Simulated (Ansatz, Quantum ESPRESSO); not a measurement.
# BaPb3 (Pm-3m): zone-centre phonons, part 2 of 3

Aim: the zone-centre modes of BaPb3 (Pm-3m).

Quantum ESPRESSO 7.5; DFT PBEsol, scalar-relativistic, plane waves, PseudoDojo norm-conserving pseudopotentials.

So far. Step 2 (A first look): No gap opens on this mesh, so smearing is kept; the start stands at -1.7 GPa. Step 4 (Self-consistent run for the response): The cell stands at -0.072 GPa, close enough for phonons. The relaxed cell has a = 5.030 Å (conventional setting).

## 5. Zone-centre response

At q = 0 one unit cell holds all displacements; symmetry groups them into irreducible representations that are solved one by one. With smeared occupations no response to a homogeneous field can be asked.

File ph.in:

```
phonons
&inputph
   prefix = 'x'
   outdir = './tmp'
   fildyn = 'g.dyn'
   tr2_ph = 1.0d-18
   alpha_mix(1) = 0.4
   nmix_ph = 8
/
0.000000000 0.000000000 0.000000000
```

Launch:

```console
OMP_NUM_THREADS=1 mpirun -n 8 ph.x -nk 8 -in ph.in > ph.out
```

The log of the run:

```text
[banners, grids, parts of the stress and lines that vanish by symmetry left out]
[banner, memory and clock lines left out]
Program PHONON v.7.5

     ./tmp/x.save/

     IMPORTANT: XC functional enforced from input :
     Exchange-correlation= PBESOL
                           (   1   4  10   8   0   0   0)
     Any further DFT definition will be discarded
     Please, verify this is what you really want

     G-vector sticks info

     Reading collected, re-writing distributed wavefunctions in ./tmp/

     Number and degeneracy of irreps per q-point
       N         xq(1)         xq(2)         xq(3)   N irreps
       1   0.000000000   0.000000000   0.000000000       4
        3   3   3   3

     Calculation of q =    0.0000000   0.0000000   0.0000000

     phonons

     bravais-lattice index     =            1
     lattice parameter (alat)  =       9.5051  a.u.
     unit-cell volume          =     858.7491 (a.u.)^3
     number of atoms/cell      =            4
     number of atomic types    =            2
     kinetic-energy cut-off    =      51.0000  Ry
     charge density cut-off    =     204.0000  Ry
     convergence threshold     =      1.0E-18
     beta                      =       0.4000
     number of iterations used =            8
     Exchange-correlation= PBESOL
                           (   1   4  10   8   0   0   0)

     celldm(1)=    9.50507  celldm(2)=    0.00000  celldm(3)=    0.00000
     celldm(4)=    0.00000  celldm(5)=    0.00000  celldm(6)=    0.00000

     crystal axes: (cart. coord. in units of alat)
               a(1) = (  1.0000  0.0000  0.0000 )
               a(2) = (  0.0000  1.0000  0.0000 )
               a(3) = (  0.0000  0.0000  1.0000 )

     reciprocal axes: (cart. coord. in units 2 pi/alat)
               b(1) = (  1.0000  0.0000  0.0000 )
               b(2) = (  0.0000  1.0000  0.0000 )
               b(3) = (  0.0000  0.0000  1.0000 )

     Atoms inside the unit cell:

     Cartesian axes

     site n.  atom      mass           positions (alat units)
        1  Ba    137.3270   tau(    1) = (    0.00000    0.00000    0.00000  )
        2  Pb    207.2000   tau(    2) = (    0.00000    0.50000    0.50000  )
        3  Pb    207.2000   tau(    3) = (    0.50000    0.00000    0.50000  )
        4  Pb    207.2000   tau(    4) = (    0.50000    0.50000    0.00000  )

     Computing dynamical matrix for
                    q = (   0.0000000   0.0000000   0.0000000 )

     49 Sym.Ops. (with q -> -q+G )

     G cutoff =  466.8542  (  42211 G-vectors)     FFT grid: ( 45, 45, 45)

     number of k points=    20  Marzari-Vanderbilt smearing, width (Ry)=  0.0200
                       cart. coord. in units 2pi/alat
        k(    1) = (   0.0000000   0.0000000   0.0000000), wk =   0.0092593
        k(    2) = (   0.0000000   0.0000000   0.1666667), wk =   0.0555556
        k(    3) = (   0.0000000   0.0000000   0.3333333), wk =   0.0555556
        [... further k-points left out ...]

     PseudoPot. # 1 for Ba read from file:
     ./pseudo/Ba.upf
     Pseudo is Norm-conserving + core correction, Zval = 10.0
     Using radial grid of 1936 points,  6 beta functions with:
                l(1) =   0
                l(2) =   0
                l(3) =   1
                l(4) =   1
                l(5) =   2
                l(6) =   2

     PseudoPot. # 2 for Pb read from file:
     ./pseudo/Pb.upf
     Pseudo is Norm-conserving + core correction, Zval = 14.0
     Using radial grid of 1678 points,  6 beta functions with:
                l(1) =   0
                l(2) =   0
                l(3) =   1
                l(4) =   1
                l(5) =   2
                l(6) =   2

     Mode symmetry, O_h (m-3m)  point group:

     Atomic displacements:
     There are    4 irreducible representations

     Representation     1      3 modes -  To be done

     Representation     2      3 modes -  To be done

     Representation     3      3 modes -  To be done

     Representation     4      3 modes -  To be done

     Alpha used in Ewald sum =   1.9000

     Representation #   1 modes #   1   2   3

     Self-consistent Calculation
      thresh= 1.000E-02 alpha_mix =  0.400 |ddv_scf|^2 =  3.285E-06
      thresh= 1.812E-04 alpha_mix =  0.400 |ddv_scf|^2 =  2.337E-07
      thresh= 4.834E-05 alpha_mix =  0.400 |ddv_scf|^2 =  1.240E-09
      thresh= 3.521E-06 alpha_mix =  0.400 |ddv_scf|^2 =  1.676E-10
      thresh= 1.295E-06 alpha_mix =  0.400 |ddv_scf|^2 =  1.051E-11
      thresh= 3.242E-07 alpha_mix =  0.400 |ddv_scf|^2 =  5.919E-13
      thresh= 7.694E-08 alpha_mix =  0.400 |ddv_scf|^2 =  1.882E-14
      thresh= 1.372E-08 alpha_mix =  0.400 |ddv_scf|^2 =  2.369E-15
      thresh= 4.867E-09 alpha_mix =  0.400 |ddv_scf|^2 =  6.149E-17
      thresh= 7.842E-10 alpha_mix =  0.400 |ddv_scf|^2 =  6.400E-19

     End of self-consistent calculation

     Convergence has been achieved

     Representation #   2 modes #   4   5   6

     Self-consistent Calculation
      thresh= 1.000E-02 alpha_mix =  0.400 |ddv_scf|^2 =  1.298E-06
      thresh= 1.139E-04 alpha_mix =  0.400 |ddv_scf|^2 =  6.624E-08
      thresh= 2.574E-05 alpha_mix =  0.400 |ddv_scf|^2 =  1.373E-09
      thresh= 3.705E-06 alpha_mix =  0.400 |ddv_scf|^2 =  2.215E-10
[...]
End of self-consistent calculation

     Convergence has been achieved

     Representation #   3 modes #   7   8   9

     Self-consistent Calculation
[...]
End of self-consistent calculation

     Convergence has been achieved

     Representation #   4 modes #  10  11  12

     Self-consistent Calculation
[...]
thresh= 9.240E-05 alpha_mix =  0.400 |ddv_scf|^2 =  2.956E-09
      thresh= 5.437E-06 alpha_mix =  0.400 |ddv_scf|^2 =  6.113E-10
      thresh= 2.472E-06 alpha_mix =  0.400 |ddv_scf|^2 =  1.632E-11
      thresh= 4.039E-07 alpha_mix =  0.400 |ddv_scf|^2 =  1.228E-13
      thresh= 3.504E-08 alpha_mix =  0.400 |ddv_scf|^2 =  2.865E-14
      thresh= 1.693E-08 alpha_mix =  0.400 |ddv_scf|^2 =  1.732E-16
      thresh= 1.316E-09 alpha_mix =  0.400 |ddv_scf|^2 =  8.437E-19

     End of self-consistent calculation

     Convergence has been achieved

     Number of q in the star =    1
     List of q in the star:
          1   0.000000000   0.000000000   0.000000000

     Diagonalizing the dynamical matrix

     q = (    0.000000000   0.000000000   0.000000000 )

 **************************************************************************
     freq (    1) =      -1.103882 [THz] =     -36.821530 [cm-1]
     freq (    2) =      -1.103882 [THz] =     -36.821530 [cm-1]
     freq (    3) =      -1.103882 [THz] =     -36.821530 [cm-1]
     freq (    4) =      -0.055593 [THz] =      -1.854396 [cm-1]
     freq (    5) =      -0.055593 [THz] =      -1.854396 [cm-1]
     freq (    6) =      -0.055593 [THz] =      -1.854396 [cm-1]
     freq (    7) =       1.769540 [THz] =      59.025495 [cm-1]
     freq (    8) =       1.769540 [THz] =      59.025495 [cm-1]
     freq (    9) =       1.769540 [THz] =      59.025495 [cm-1]
     freq (   10) =       3.487571 [THz] =     116.332851 [cm-1]
     freq (   11) =       3.487571 [THz] =     116.332851 [cm-1]
     freq (   12) =       3.487571 [THz] =     116.332851 [cm-1]
 **************************************************************************

     Mode symmetry, O_h (m-3m)  point group:

     freq (   1-   3) =        -36.8  [cm-1]   --> T_1u G_15  G_4- I
     freq (   4-   6) =         -1.9  [cm-1]   --> T_1u G_15  G_4- I
     freq (   7-   9) =         59.0  [cm-1]   --> T_2u G_25  G_5-
     freq (  10-  12) =        116.3  [cm-1]   --> T_1u G_15  G_4- I
```

Wall time 4.5 min (8 MPI ranks of Arm Neoverse V2, shared host).

This step gave:

```yaml
largest_acoustic_frequency_at_the_zone_centre_before_the_sum_rule: -1.85 cm⁻¹
highest_optical_zone_centre_mode_no_lo_to_term: 116.3 cm⁻¹
lowest_optical_zone_centre_mode: -36.82 cm⁻¹
```

The acoustic modes at Γ come out as far as 1.9 cm⁻¹ from zero, where they should vanish, a small numerical error. The lowest optical mode is imaginary, 37i cm⁻¹, an instability at this level and on this k mesh.

## 6. Zone-centre analysis

A rigid shift of the crystal must cost nothing, but grids and finite bases break this; the acoustic sum rule is imposed before the matrix is diagonalised again.

File dynmat.in:

```
&input
   fildyn = 'g.dyn'
   asr = 'simple'
   fileig = 'dynmat.eig'
/
```

Launch:

```console
dynmat.x -in dynmat.in > dynmat.out
```

The log of the run:

```text
[banner, memory and clock lines left out]
Program DYNMAT v.7.5

     Reading Dynamical Matrix from file g.dyn
     ...Force constants read
     ...epsilon and Z* not read (not found on file)
     A direction for q was not specified:TO-LO splitting will be absent

     Polarizability (A^3 units)
     multiply by 1.000000 for Clausius-Mossotti correction
         0.000000    0.000000    0.000000
         0.000000    0.000000    0.000000
         0.000000    0.000000    0.000000

     IR activities are in (D/A)^2/amu units

# mode   [cm-1]    [THz]      IR
    1    -36.80   -1.1031    0.0000
    2    -36.80   -1.1031    0.0000
    3    -36.80   -1.1031    0.0000
    4     -0.00   -0.0000    0.0000
    5      0.00    0.0000    0.0000
    6      0.00    0.0000    0.0000
    7     59.03    1.7697    0.0000
    8     59.03    1.7697    0.0000
    9     59.03    1.7697    0.0000
   10    116.39    3.4892    0.0000
   11    116.39    3.4892    0.0000
   12    116.39    3.4892    0.0000

[end of the log left out, with the tail of the file of modes that dynmat.x writes under the same name]
```

Run time: 0.47 s. Hardware: 1 thread.

Numbers from this step:

* highest optical zone-centre mode (no LO-TO term): 116.4 cm⁻¹
* lowest optical zone-centre mode: -36.8 cm⁻¹

Unit eigenvectors of the mass-weighted matrix after the sum rule; no LO-TO term. The modes at Γ (shares of kinetic energy by element, %) (negative means imaginary):

| mode | frequency (cm⁻¹) | Ba % | Pb % |
| --- | --- | --- | --- |
| 1 | -36.8 | 10 | 90 |
| 2 | -36.8 | 10 | 90 |
| 3 | -36.8 | 10 | 90 |
| 4 | 0.0 | 18 | 82 |
| 5 | 0.0 | 18 | 82 |
| 6 | 0.0 | 18 | 82 |
| 7 | 59.0 | 0 | 100 |
| 8 | 59.0 | 0 | 100 |
| 9 | 59.0 | 0 | 100 |
| 10 | 116.4 | 72 | 28 |
| 11 | 116.4 | 72 | 28 |
| 12 | 116.4 | 72 | 28 |

Displacements in mode 1 (-36.8 cm⁻¹), the largest set to 1:
```
Ba1  0.03  0.00 -0.45
Pb2 -0.06  0.00 -0.35
Pb3  0.02  0.00 -0.35
Pb4  0.02  0.00  1.00
```

Displacements in mode 11 (116.4 cm⁻¹), the largest set to 1:
```
Ba1  0.16  0.30  1.00
Pb2  0.01 -0.11 -0.36
Pb3 -0.06  0.02 -0.36
Pb4 -0.06 -0.11  0.05
```

The rule moves no optical mode by more than 0.1 cm⁻¹.

## 7. Sum rules set otherwise (asr crystal)

The rule can be imposed in more than one way; the choices should agree where the raw error is small.

File dynmat.in:

```
&input
   fildyn = 'g.dyn'
   asr = 'crystal'
   fileig = 'dynmat.eig'
/
```

Launch:

```console
dynmat.x -in dynmat.in > dynmat.out
```

The log of the run:

```text
[banner, memory and clock lines left out]
Program DYNMAT v.7.5

     Reading Dynamical Matrix from file g.dyn
     ...Force constants read
     ...epsilon and Z* not read (not found on file)
     Acoustic Sum Rule: || Z*(ASR) - Z*(orig)|| =    0.000000E+00
     Acoustic Sum Rule: ||dyn(ASR) - dyn(orig)||=    1.993195E-04
     A direction for q was not specified:TO-LO splitting will be absent

     Polarizability (A^3 units)
     multiply by 1.000000 for Clausius-Mossotti correction
         0.000000    0.000000    0.000000
         0.000000    0.000000    0.000000
         0.000000    0.000000    0.000000

     IR activities are in (D/A)^2/amu units

# mode   [cm-1]    [THz]      IR
    1    -36.82   -1.1038    0.0000
    2    -36.82   -1.1038    0.0000
    3    -36.82   -1.1038    0.0000
    4     -0.00   -0.0000    0.0000
    5     -0.00   -0.0000    0.0000
    6      0.00    0.0000    0.0000
    7     59.03    1.7695    0.0000
    8     59.03    1.7695    0.0000
    9     59.03    1.7695    0.0000
   10    116.34    3.4878    0.0000
   11    116.34    3.4878    0.0000
   12    116.34    3.4878    0.0000

   )
[end of the log left out, with the tail of the file of modes that dynmat.x writes under the same name]
```

Wall time 0.47 s (1 thread).

Numbers from this step:

```
highest optical zone-centre mode (no LO-TO term) : 116.3 cm⁻¹
lowest optical zone-centre mode                  : -36.82 cm⁻¹
```

Zone-centre frequencies as printed; negative means imaginary. Modes:

| mode | frequency (cm⁻¹) |
| --- | --- |
| 1 | -36.82 |
| 2 | -36.82 |
| 3 | -36.82 |
| 4 | 0 |
| 5 | 0 |
| 6 | 0 |
| 7 | 59.03 |
| 8 | 59.03 |
| 9 | 59.03 |
| 10 | 116.3 |
| 11 | 116.3 |
| 12 | 116.3 |

Against the first rule no mode moves by more than 0.1 cm⁻¹.

## 8. Sum rules set otherwise: a sum rule for molecules or wires on a crystal

This rule also removes rotations, which suits wires and not a crystal; it is tried to see the harm.

File dynmat.in:

```
&input
   fildyn = 'g.dyn'
   asr = 'one-dim'
   fileig = 'dynmat.eig'
/
```

Launch:

```console
dynmat.x -in dynmat.in > dynmat.out
```

The log of the run:

```text
[banner, memory and clock lines left out]
Program DYNMAT v.7.5

     Reading Dynamical Matrix from file g.dyn
     ...Force constants read
     ...epsilon and Z* not read (not found on file)
asr rotation axis in 1D system=    3
     Acoustic Sum Rule: || Z*(ASR) - Z*(orig)|| =    0.000000E+00
     Acoustic Sum Rule: ||dyn(ASR) - dyn(orig)||=    9.314800E-02
     A direction for q was not specified:TO-LO splitting will be absent

     Polarizability (A^3 units)
     multiply by 1.000000 for Clausius-Mossotti correction
         0.000000    0.000000    0.000000
         0.000000    0.000000    0.000000
         0.000000    0.000000    0.000000

     IR activities are in (D/A)^2/amu units

# mode   [cm-1]    [THz]      IR
    1    -36.82   -1.1038    0.0000
    2    -36.82   -1.1038    0.0000
    3     -0.00   -0.0000    0.0000
    4     -0.00   -0.0000    0.0000
    5      0.00    0.0000    0.0000
    6      0.00    0.0000    0.0000
    7     24.94    0.7476    0.0000
    8     59.03    1.7695    0.0000
    9     59.03    1.7695    0.0000
   10    106.13    3.1818    0.0000
   11    116.34    3.4878    0.0000
   12    116.34    3.4878    0.0000

[end of the log left out, with the tail of the file of modes that dynmat.x writes under the same name]
```

It took 0.47 s on 1 thread.

The run ended normally, but on settings that are not sound.

The fault: a sum rule for molecules or wires on a crystal; 1 optical mode is projected out to zero frequency, as if it were a rotation.

For a crystal the rule has to be 'simple' or 'crystal'.

Zone-centre frequencies as printed; negative means imaginary. Modes:

| mode | frequency (cm⁻¹) |
| --- | --- |
| 1 | -36.82 |
| 2 | -36.82 |
| 3 | 0 |
| 4 | 0 |
| 5 | 0 |
| 6 | 0 |
| 7 | 24.94 |
| 8 | 59.03 |
| 9 | 59.03 |
| 10 | 106.1 |
| 11 | 116.3 |
| 12 | 116.3 |

(Part 2 of 3 ends here.)

[Host names and launcher messages were left out of these logs when they were recorded.]

[Logs are printed without paths, hosts, clocks, repeated set-up lines and the standing remarks that a program may print on its own settings, such as how far it seeks lower states.]

[Hosts, paths, dates, database ids (printed as entryN), source tags and the programs' standing remarks are cut or masked in the printed files.]
